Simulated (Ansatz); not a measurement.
# What SbAs (model cell, started as wurtzite) distorts into

Aim: this structure of SbAs (model cell, started as wurtzite) is to be tested for unstable modes, and one is followed downhill.

Main program and level: Ansatz 0.2.0; DFT PBEsol, scalar-relativistic, plane waves, PAW.

The structure was built from a prototype and need not be the compound's stable phase.

## (1) Starting point

Symmetry: P6_3mc, No. 186, hexagonal system. The conventional cell has a = 4.864 Å, b = 4.864 Å, c = 6.010 Å, α = 90.00°, β = 90.00°, γ = 120.00°. Nearest to Sb lie 4 As at 2.68 to 2.83 Å. Nearest to As lie 4 Sb at 2.68 to 2.83 Å. Farther neighbours are not listed.

## (2) Phonons on a q mesh

The cell comes from relaxations at this level that are not shown. Stability and thermal properties need the whole zone. Linear response on a 2×2×2 q mesh gives force constants as far as a supercell of that size would.

The input, input.yaml:

```yaml
crystal:
  lattice:
    - [4.863994785, -3.2096e-06, 0.0]
    - [-2.4319946129, 4.2123446524, 0.0]
    - [0.0, 0.0, 6.0103731548]
  atoms:
    - { symbol: Sb, position: [0.3333333333, 0.6666666667, -0.0351829437] }
    - { symbol: Sb, position: [0.6666666667, 0.3333333333, 0.4648170563] }
    - { symbol: As, position: [0.3333333333, 0.6666666667, 0.4101829437] }
    - { symbol: As, position: [0.6666666667, 0.3333333333, 0.9101829437] }
kpoints:
  mp_grid: { grid: [12, 12, 6] }
hamiltonian:
  xc: pbesol
scf:
  occupations: { method: methfessel_paxton, width: 0.2 }
output:
  eigenvalues: true
phonons:
  method: dfpt
  qmesh: [2, 2, 2]
  temperatures: { t_max: 1000, t_step: 50 }
  qpath:
    path:
      - [[0.0, 0.0, 0.0], [0.5, 0.0, 0.0], [0.33333333, 0.33333333, 0.0], [0.0, 0.0, 0.0], [0.0, 0.0, 0.5], [0.5, 0.0, 0.5], [0.33333333, 0.33333333, 0.5], [0.0, 0.0, 0.5]]
      - [[0.5, 0.0, 0.5], [0.5, 0.0, 0.0]]
      - [[0.33333333, 0.33333333, 0.5], [0.33333333, 0.33333333, 0.0]]
    npoints: 10
```

Started as:

```
> ansatz run input.yaml --threads 4 --pin off --max-ram 7168MiB --backend cpu --events-out ev --progress --plain --runs-dir out
```

Numbers of over 12 decimals in the logs are rounded to 6 here.

The log of the run:

```text
Warning: phonons: the dynamical matrix that this run interpolates holds no multipole term above the dipole-dipole one, and a site of this crystal is no centre of inversion, so its interpolated transverse optical and acoustic branches and sound speeds can stay off near Gamma, and the density of states and the thermodynamics with them. What a run solves at a wave vector of phonons.qpoints, Gamma apart, where the deck admits one, is free of this, and under fd what a larger phonons.supercell samples
Engine: ansatz 0.2.0, aarch64-unknown-linux-gnu
Pseudopotentials: kind: paw
Pseudopotential: Sb, paw, valence charge 15, recommended cutoff 420 eV (normal), Sb.paw.azcp
Pseudopotential: As, paw, valence charge 15, recommended cutoff 420 eV (normal), As.paw.azcp
Functional definition: PBEsol
  exchange = pbesol_x
  correlation = pbesol_c
Crystal: 4 atoms, lattice volume = 123.145 Å³
Basis set: ecut = 420 eV, 2415 PW (Γ), exchange–correlation on 72×72×96 points (8 copies of the dense FFT grid, shifted against one another)
Bands: 36, of which v1, the nominal top of the filled ones, is band 30 counted from 1 (29 counted from 0)
Symmetry: 12 space group operations
k-points: 76 of 864 (time reversal used)
Non-local potential: Sb, projectors of the file, l = 0: 2, l = 1: 2, l = 2: 2, l = 3: 2
Non-local potential: As, projectors of the file, l = 0: 2, l = 1: 2, l = 2: 3, l = 3: 1
PAW form: soft (Blöchl's): semilocal exchange-correlation on the pseudo side does not see the compensation charge
PAW frozen core: Sb, regenerated for the run's functional, and the local potential with it (the file was generated under x = pbe(κ = 0.804, μ = 0.219515), c = pbe(β = 0.066725))
PAW frozen core: As, regenerated for the run's functional, and the local potential with it (the file was generated under x = pbe(κ = 0.804, μ = 0.219515), c = pbe(β = 0.066725))
PAW one-centre angular grid: Sb, 590 points (default); XC on 64 Gauss nodes
PAW one-centre angular grid: As, 590 points (default); XC on 64 Gauss nodes
Initial density: superposition of atomic densities (neutral atoms: chi_scale 0, normalization atom), corrected by the library's trained network
Initial wavefunctions: pseudopotential atomic-orbital guess
Functional: x = pbesol(κ = 0.804, μ = 0.123457), c = pbesol(β = 0.046)
SCF iter   1: F=—  HF=-22441.445529 eV  |F-HF|=—  |Δ(HF+E_count)|=         —  Δρ=2.73e-3  dr2=9.37e-3  ethr=1.77e-3  ⟨swp⟩=6.2  Hψ=10616  notcnv=0
preconditioner: auto → LDOS  [metal: Δε(μ)=0.035 eV  Ē_g=8.229 eV  σ=0.200 eV  W_gap=0.15  n_scr=22 (ndim 8)  ℏωp=15.0 eV  f_vac=0.119  D(μ)=1.53/eV (n_scr^D=8)  β→1.0]
SCF iter   2: F=—  HF=-22441.443720 eV  |F-HF|=—  |Δ(HF+E_count)|=   1.81e-3  S|Δr|=    0.00e0  Δρ=8.44e-4  dr2=1.52e-3  ethr=1.56e-5  ⟨swp⟩=2.0  Hψ=5649  notcnv=0
SCF iter   3: F=—  HF=-22441.443092 eV  |F-HF|=—  |Δ(HF+E_count)|=   6.28e-4  S|Δr|=    0.00e0  Δρ=2.10e-4  dr2=5.94e-5  ethr=2.54e-6  ⟨swp⟩=2.0  Hψ=4980  notcnv=0
SCF iter   4: F=—  HF=-22441.443054 eV  |F-HF|=—  |Δ(HF+E_count)|=   3.80e-5  S|Δr|=    0.00e0  Δρ=4.99e-5  dr2=3.42e-6  ethr=9.89e-8  ⟨swp⟩=2.0  Hψ=5018  notcnv=0
SCF iter   5: F=—  HF=-22441.443056 eV  |F-HF|=—  |Δ(HF+E_count)|=   1.46e-6  S|Δr|=    0.00e0  Δρ=1.63e-5  dr2=4.85e-7  ethr=5.69e-9  ⟨swp⟩=2.0  Hψ=4998  notcnv=0
SCF iter   6: F=—  HF=-22441.443056 eV  |F-HF|=—  |Δ(HF+E_count)|=   8.02e-8  S|Δr|=    0.00e0  Δρ=5.48e-6  dr2=4.88e-8  ethr=8.08e-10  ⟨swp⟩=2.0  Hψ=4998  notcnv=0
SCF iter   7: F=—  HF=-22441.443056 eV  |F-HF|=—  |Δ(HF+E_count)|=   4.94e-9  S|Δr|=    0.00e0  Δρ=1.07e-6  dr2=1.66e-9  ethr=8.14e-11  ⟨swp⟩=2.0  Hψ=4220  notcnv=0
SCF iter   8: F=—  HF=-22441.443056 eV  |F-HF|=—  |Δ(HF+E_count)|=   1.46e-9  S|Δr|=    0.00e0  Δρ=2.99e-7  dr2=1.36e-10  ethr=2.76e-12  ⟨swp⟩=2.0  Hψ=4267  notcnv=0
SCF iter   9: F=—  HF=-22441.443056 eV  |F-HF|=—  |Δ(HF+E_count)|=  1.46e-11  S|Δr|=    0.00e0  Δρ=9.98e-8  dr2=1.23e-11  ethr=1.00e-12  ⟨swp⟩=2.0  Hψ=3957  notcnv=0
SCF iter  10: F=-22441.443056 eV  HF=-22441.443056 eV  |F-HF|=7.28e-12  |Δ(HF+E_count)|=  7.28e-12  S|Δr|=    0.00e0  Δρ=2.32e-8  dr2=6.66e-13  ethr=1.00e-12  ⟨swp⟩=8.0  Hψ=11962  notcnv=0
SCF 1 converged in 10 iterations: F = -22441.443056 eV  dr2 = 6.66e-13
  greatest PAW one-centre occupation: 0.999 electrons in one spin orbital (limit 2), on the As atom at site 2 (counted from 0), in its partial waves of l = 2
Initial density: read from a saved state, or passed on in memory by an earlier SCF of this step, an earlier step, the calling program or the single point that the run made first
iter 1 solved again at ethr=2.30e-7 eV; its pass at ethr=3.10e-3 eV (dr2=1.38e-4 eV) is discarded
SCF iter   1: F=—  HF=-22441.443056 eV  |F-HF|=—  |Δ(HF+E_count)|=         —  Δρ=1.51e-6  dr2=2.53e-9  ethr=2.30e-7  ⟨swp⟩=3.0  Hψ=17114  notcnv=0
eigensolver tolerance schedule: the retry pair's looser diagonalisation over-reported the residual by 54391.07 of it (diagonalisation noise at an unbounded share of the residual, at the tolerance the schedule requests for it); recorded, not acted on — ethr = c·dr2/N_el stays at c = 1.0e-1
preconditioner: auto → LDOS  [metal: Δε(μ)=0.022 eV  Ē_g=8.232 eV  σ=0.200 eV  W_gap=0.09  n_scr=22 (ndim 8)  ℏωp=15.0 eV  f_vac=0.123  D(μ)=1.54/eV (n_scr^D=8)  β→1.0]
SCF iter   2: F=—  HF=-22441.443056 eV  |F-HF|=—  |Δ(HF+E_count)|=   3.90e-9  S|Δr|=    0.00e0  Δρ=1.87e-6  dr2=4.54e-9  ethr=4.22e-12  ⟨swp⟩=3.7  Hψ=7347  notcnv=0
SCF iter   3: F=—  HF=-22441.443056 eV  |F-HF|=—  |Δ(HF+E_count)|=   1.46e-9  S|Δr|=    0.00e0  Δρ=8.23e-7  dr2=7.46e-10  ethr=4.22e-12  ⟨swp⟩=2.5  Hψ=4519  notcnv=0
SCF iter   4: F=—  HF=-22441.443056 eV  |F-HF|=—  |Δ(HF+E_count)|=  1.20e-10  S|Δr|=    0.00e0  Δρ=6.04e-7  dr2=4.20e-10  ethr=1.24e-12  ⟨swp⟩=1.0  Hψ=2736  notcnv=0
SCF iter   5: F=—  HF=-22441.443056 eV  |F-HF|=—  |Δ(HF+E_count)|=  6.55e-11  S|Δr|=    0.00e0  Δρ=4.37e-7  dr2=2.15e-10  ethr=1.00e-12  ⟨swp⟩=1.0  Hψ=2736  notcnv=0
SCF iter   6: F=—  HF=-22441.443056 eV  |F-HF|=—  |Δ(HF+E_count)|=  8.00e-11  S|Δr|=    0.00e0  Δρ=1.64e-7  dr2=2.99e-11  ethr=1.00e-12  ⟨swp⟩=1.0  Hψ=2736  notcnv=0
SCF iter   7: F=-22441.443056 eV  HF=-22441.443056 eV  |F-HF|=3.64e-12  |Δ(HF+E_count)|=    0.00e0  S|Δr|=    0.00e0  Δρ=8.14e-8  dr2=7.30e-12  ethr=1.00e-12  ⟨swp⟩=1.7  Hψ=5884  notcnv=0
SCF 2 converged in 7 iterations: F = -22441.443056 eV  dr2 = 7.30e-12
  greatest PAW one-centre occupation: 0.999 electrons in one spin orbital (limit 2), on the As atom at site 3 (counted from 0), in its partial waves of l = 2
phonons: the bands overlap, so this run is a metal and interpolates without the dipole-dipole term. If the crystal is really an insulator or semiconductor, its LO-TO splitting is missing
NSCF: frozen V_eff on 76 k-points
NSCF: frozen V_eff on 436 k-points
DFPT response loops at q = (0, 0, 0) (fractional): preconditioner auto → Kerker (q_TF=auto, 2.420 Å⁻¹) (partly filled bands, converged f_vac=0.123); β = 1.00, the filter's whole step (`scf.mixing.beta` (0.50) is not read by the response loops under this deck's `scf.mixing.preconditioner`; to damp them name `kerker` or `kerker_dos`, under which they read `scf.mixing.beta`, and type it under 1.00, their step now; both keys bind the ground state too); Broyden in place of MSR1
NSCF: frozen V_eff on 872 k-points
DFPT response loops at q = (0, 0, -0.5) (fractional): mixed as the last ones told, above
NSCF: frozen V_eff on 872 k-points
DFPT response loops at q = (0, -0.5, 0) (fractional): mixed as the last ones told, above
NSCF: frozen V_eff on 872 k-points
DFPT response loops at q = (0, -0.5, -0.5) (fractional): mixed as the last ones told, above
SCF converged after 10 iterations
Stability not checked: this state was not tested for a lower state beside it, because cold or Methfessel-Paxton smearing, or corrected tetrahedra, fill the levels in a way that the test cannot read (fill_not_monotonic; see scf.lower_state_search)
Free energy (F): -22441.443056 eV
Harris-Foulkes:  -22441.443056 eV  (|F-HF|=7.28e-12)
Internal energy: -22441.443303 eV  (E = F + TS)
E sigma→0 (E₀):  -22441.443118 eV
Entropy (-TS):   0.000247 eV (0.062 meV/atom)
Fermi energy:    8.013039 eV
Step filling:    the computed levels leave a gap of 0.0217 eV = 0.1 smearing widths at the electron count; against every level under it full and every level over it empty, smearing changes F+E_penalty+E_count by +0.384 meV and its σ→0 estimate by +0.322 meV
--- Per-component energies (eV) ---
  E_band       = -946.488707
  E_kinetic    = 618.881735
  E_local      = -7690.824708  (includes V_loc(G=0)·N_el)
  E_nonlocal   = -610.008729
  E_hartree    = 3803.308772
  E_xc         = -431.480204
  E_vxc        = -350.316622  (∫ρ·V_xc dr)
  E_paw        = -12582.234227  (= ΣΔE_a)
  E_vpaw       = -520.837934  (= ΣTr[D̂ρ^β])
  E_aug_tail   = 0.000012  (compensation charges beyond the density's cutoff)
  E_ewald      = -5551.682524
  E_core_change = 2.596571  (= ΣΔE_core)
  E_smearing   = 0.000247  (= −TS)
  E_closure    = -0.000000  (closes the sum)
  Σ components = -22441.443056   (vs F -22441.443056, Δ=0.00e0)
--- Band table (eV; the first three rows and the last of 76) ---
  k-point 0: bands = [... 26 lower, 3.9474, 5.8181, 5.9249, 5.9249, 7.8056, 7.8056, 10.2084, 10.2084, ... 2 higher]
  k-point 1: bands = [... 26 lower, 4.0421, 5.7210, 5.7210, 6.3620, 7.9343, 7.9343, 9.9474, 9.9474, ... 2 higher]
  k-point 2: bands = [... 26 lower, 4.3174, 5.2548, 5.2548, 7.0023, 8.2746, 8.2746, 9.0123, 9.3757, ... 2 higher]
  k-point 75: bands = [... 26 lower, 6.0493, 6.0493, 7.8530, 7.8530, 8.5544, 8.5544, 9.1796, 9.1796, ... 2 higher]
--- Phonons (Γ-DFPT): 4 representative perturbations + reference (Σ response iterations 13) ---
  ASR residual: 2.202e-5 → 0.000e0 eV/Å²; symmetrization residual: 1.797e-5 eV/Å²
  ASR residual per site (eV/Å²): 2.20e-5 2.20e-5 1.75e-5 1.75e-5
  Γ frequencies (cm⁻¹): 0.00 0.00 0.00 22.55 22.55 73.61 73.61 96.09 151.65 151.65 166.06 195.16
--- Phonons (arbitrary-q DFPT): 4 irreducible q on the 2×2×2 mesh ---
  q = [0.0000, 0.0000, 0.0000] (star 1, of the zone-centre solve; hermiticity 5.56e-6, symmetrization 1.34e-6): -0.00 -0.00 0.00 22.55 22.55 73.61 73.61 96.09 151.65 151.65 166.06 195.16
  q = [0.0000, 0.0000, -0.5000] (star 1, 4 solved perturbations in 1072 linear systems a pass and spin channel, the states on 436 of 864 k-point pairs; hermiticity 1.15e-5, symmetrization 9.70e-6): 27.81 27.81 27.81 27.81 82.71 82.71 127.67 127.67 127.67 127.67 186.61 186.61
  q = [0.0000, -0.5000, 0.0000] (star 3, 6 solved perturbations in 2228 linear systems a pass and spin channel, the states on 436 of 864 k-point pairs; hermiticity 6.54e-6, symmetrization 3.18e-6): -23.70 35.41 52.66 76.70 91.77 97.37 100.22 104.63 112.75 133.73 175.52 182.59
  q = [0.0000, -0.5000, -0.5000] (star 3, 6 solved perturbations in 2228 linear systems a pass and spin channel, the states on 436 of 864 k-point pairs; hermiticity 7.84e-6, symmetrization 3.71e-6): 12.70 12.70 70.38 70.38 106.39 106.39 115.74 115.74 136.73 136.73 193.03 193.03
  sum rule: each row above includes the acoustic sum rule's correction from the zone centre's row sums; it moved no ω² by more than (0.25 cm⁻¹)²
  mesh force constants: q→R imaginary residual 2.72e-18; ASR residual 2.202e-5 → 0.000e0 eV/Å²; symmetrization residual 1.776e-15 eV/Å²
  interpolated dispersion: 93 rows × 12 modes
  density of states and harmonic sums: on the 16×16×10 q-mesh, interpolated from the force constants of a 2×2×2 supercell (no non-analytic term)
  largest difference from the sums on the solved wave vectors: F 7.85e-2 eV, S 1.24e-4 and C_V 4.53e-5 eV/K
  zero-point energy: 0.074848 eV/cell   skipped modes (ω ≤ 0): 48, of them read as no rigid motion or as one in doubt: 45 (2.238e-1 modes/cell left out, lowest -23.70 cm⁻¹)   left out of the sums: 1.87e-2 of the cell's modes: C_V's classical limit lies that fraction below 3 k_B per atom; for a crystal, a wire or a layer, F and S can be off by more, and a phonons.interpolated_qmesh denser along its periods is the remedy for the sampling
```

Run time: 18 min. Hardware: 4 threads of Arm Neoverse V1, shared host; peak memory 4.3 GiB; 68 min of CPU time.

Reading the cycles: dr2 is the Hartree energy of the density residual (eV), the measure of convergence; HF is the Harris–Foulkes estimate of the energy, which meets the free energy F at convergence.

Numbers from this step:

| Item | Value |
| --- | --- |
| volume per atom | 30.79 Å³ |
| gap on the k-mesh | 0 eV |
| sum-rule residual before enforcement | 2.20e-5 eV/Å² |
| lowest frequency on the path | -23.70 cm⁻¹ |
| point group | 6mm |
| highest frequency on the path or at a solved wavevector | 195.2 cm⁻¹ |
| highest optical mode at the zone centre (no LO-TO term) | 195.2 cm⁻¹ |
| lowest optical zone-centre mode | 22.55 cm⁻¹ |
| lowest mode on the q mesh (acoustic modes at Γ apart) | -23.7 cm⁻¹ |

Frequencies (cm⁻¹) solved at each irreducible wavevector; negative means imaginary. Frequencies by wavevector, by row:

| q in reciprocal lattice units | star | mode 1 | mode 2 | mode 3 | mode 4 | mode 10 | mode 11 | mode 12 |
| --- | --- | --- | --- | --- | --- | --- | --- | --- |
| 0 0 0 | 1 | 0 | 0 | 0 | 22.6 | 151.7 | 166.1 | 195.2 |
| 0 0 -0.5 | 1 | 27.8 | 27.8 | 27.8 | 27.8 | 127.7 | 186.6 | 186.6 |
| 0 -0.5 0 | 3 | -23.7 | 35.4 | 52.7 | 76.7 | 133.7 | 175.5 | 182.6 |
| 0 -0.5 -0.5 | 3 | 12.7 | 12.7 | 70.4 | 70.4 | 136.7 | 193 | 193 |

Interpolated from a 2×2×2 q mesh. Phonon branches along the path, in cm⁻¹:

| point | branch 1 | branch 2 | branch 3 | branch 4 | branch 9 | branch 10 | branch 11 | branch 12 |
| --- | --- | --- | --- | --- | --- | --- | --- | --- |
| Γ | 0 | 0 | 0 | 23 | 152 | 152 | 166 | 195 |
| halfway | -20 | 30 | 32 | 62 | 131 | 141 | 172 | 187 |
| M | -24 | 35 | 53 | 77 | 113 | 134 | 176 | 183 |
| halfway | 32 | 46 | 57 | 74 | 115 | 130 | 176 | 180 |
| K | 54 | 56 | 66 | 66 | 118 | 128 | 178 | 178 |
| halfway | 18 | 34 | 38 | 62 | 130 | 134 | 174 | 185 |
| Γ | 0 | 0 | 0 | 23 | 152 | 152 | 166 | 195 |
| halfway | 20 | 20 | 21 | 21 | 146 | 146 | 174 | 194 |
| A | 28 | 28 | 28 | 28 | 128 | 128 | 187 | 187 |
| halfway | 23 | 23 | 65 | 65 | 132 | 132 | 190 | 190 |
| L | 13 | 13 | 70 | 70 | 137 | 137 | 193 | 193 |
| halfway | 39 | 39 | 69 | 69 | 136 | 136 | 193 | 193 |
| H | 58 | 58 | 63 | 63 | 136 | 136 | 192 | 192 |
| halfway | 31 | 31 | 65 | 65 | 130 | 130 | 190 | 190 |
| A | 28 | 28 | 28 | 28 | 128 | 128 | 187 | 187 |
| jump to L | 13 | 13 | 70 | 70 | 137 | 137 | 193 | 193 |
| halfway | -17 | 26 | 60 | 75 | 124 | 137 | 184 | 188 |
| M | -24 | 35 | 53 | 77 | 113 | 134 | 176 | 183 |
| jump to H | 58 | 58 | 63 | 63 | 136 | 136 | 192 | 192 |
| halfway | 56 | 57 | 64 | 64 | 127 | 132 | 185 | 185 |
| K | 54 | 56 | 66 | 66 | 118 | 128 | 178 | 178 |

Symmetry leaves 4 wavevectors to solve. The lowest mode among them, the acoustic zeros apart, lies at q = (0, -0.5, 0) and is imaginary, 23.7i cm⁻¹, so the energy falls along it.

## (3) The mode frozen in, largest atomic shift 0 Å

The mode followed lies at q = (0, -0.5, 0) with frequency 23.7i cm⁻¹, the softest among the wavevectors solved. At small amplitude the distorted cell has space group no. 33 by a symmetry search on the positions. The undistorted cell that holds it gives the zero of energy on the same k mesh.

System of this step: SbAs (model cell, started as wurtzite). The structure is hexagonal, space group P6_3mc (No. 186). Conventional cell: a = 4.864 Å, b = 4.864 Å, c = 6.010 Å, α = 90.00°, β = 90.00°, γ = 120.00°. Nearest to Sb lie 4 As at 2.68 to 2.83 Å. Nearest to As lie 4 Sb at 2.68 to 2.83 Å. Farther neighbours are not listed.

The input, input.yaml:

```yaml
crystal:
  lattice:
    - [-4.863994785, 3.2096e-06, 0.0]
    - [0.0, 0.0, -6.0103731548]
    - [-5.5591e-06, -8.4246860953, 0.0]
  atoms:
    - { symbol: Sb, position: [0.5, 0.0351829437, 0.1666666667] }
    - { symbol: Sb, position: [1.0, 0.0351829437, 0.6666666667] }
    - { symbol: Sb, position: [1.0, 0.5351829437, 0.3333333333] }
    - { symbol: Sb, position: [0.5, 0.5351829437, 0.8333333333] }
    - { symbol: As, position: [0.5, 0.5898170563, 0.1666666667] }
    - { symbol: As, position: [1.0, 0.5898170563, 0.6666666667] }
    - { symbol: As, position: [1.0, 0.0898170563, 0.3333333333] }
    - { symbol: As, position: [0.5, 0.0898170563, 0.8333333333] }
kpoints:
  mp_grid: { grid: [8, 6, 4] }
hamiltonian:
  xc: pbesol
scf:
  occupations: { method: methfessel_paxton, width: 0.2 }
output:
  forces: true
  stress: true
  eigenvalues: true
```

The log of the run:

```text
[...]
Crystal: 8 atoms, lattice volume = 246.291 Å³
Basis set: ecut = 420 eV, 4809 PW (Γ), exchange–correlation on 72×90×120 points (8 copies of the dense FFT grid, shifted against one another)
Bands: 72, of which v1, the nominal top of the filled ones, is band 60 counted from 1 (59 counted from 0)
Symmetry: 8 space group operations
[...]
k-points: 60 of 192 (time reversal used)
[...]
k-point 0: bands = [... 56 lower, 5.8173, 5.9241, 5.9241, 7.3801, 7.8046, 7.8058, 9.8107, 10.1397, ... 8 higher]
  k-point 1: bands = [... 56 lower, 5.5827, 5.7952, 6.3432, 7.3200, 7.8169, 8.1408, 9.1172, 9.7988, ... 8 higher]
  k-point 2: bands = [... 56 lower, 5.5242, 5.5242, 7.0031, 7.0031, 8.1656, 8.1656, 8.9549, 8.9549, ... 8 higher]
  k-point 59: bands = [... 56 lower, 6.6618, 6.6618, 6.6618, 6.6618, 8.4636, 8.4636, 8.4636, 8.4636, ... 8 higher]
[key lines of the parts left out:]
SCF converged after 7 iterations
Free energy (F): -44882.887401 eV
Fermi energy:    8.020497 eV
P = ⅓ Tr σ = -0.0151 GPa (-0.151 kbar)
```

Run time: 29 s. Hardware: 4 threads; peak memory 1.1 GiB; 1.8 min of CPU time.

This step gave:

| Property | Result |
| --- | --- |
| pressure | -0.01508 GPa |
| energy from the undistorted cell | 0 meV/atom |

The run ends at a pressure of -0.02 GPa, with forces up to 0.012 eV/Å.

(Part 1 of 3 ends here.)

[Logs are printed without paths, hosts, clocks, repeated set-up lines and the standing remarks that a program may print on its own settings, such as how far it seeks lower states.]

[Hosts, paths, dates, database ids (printed as entryN), source tags and the programs' standing remarks are cut or masked in the printed files.]
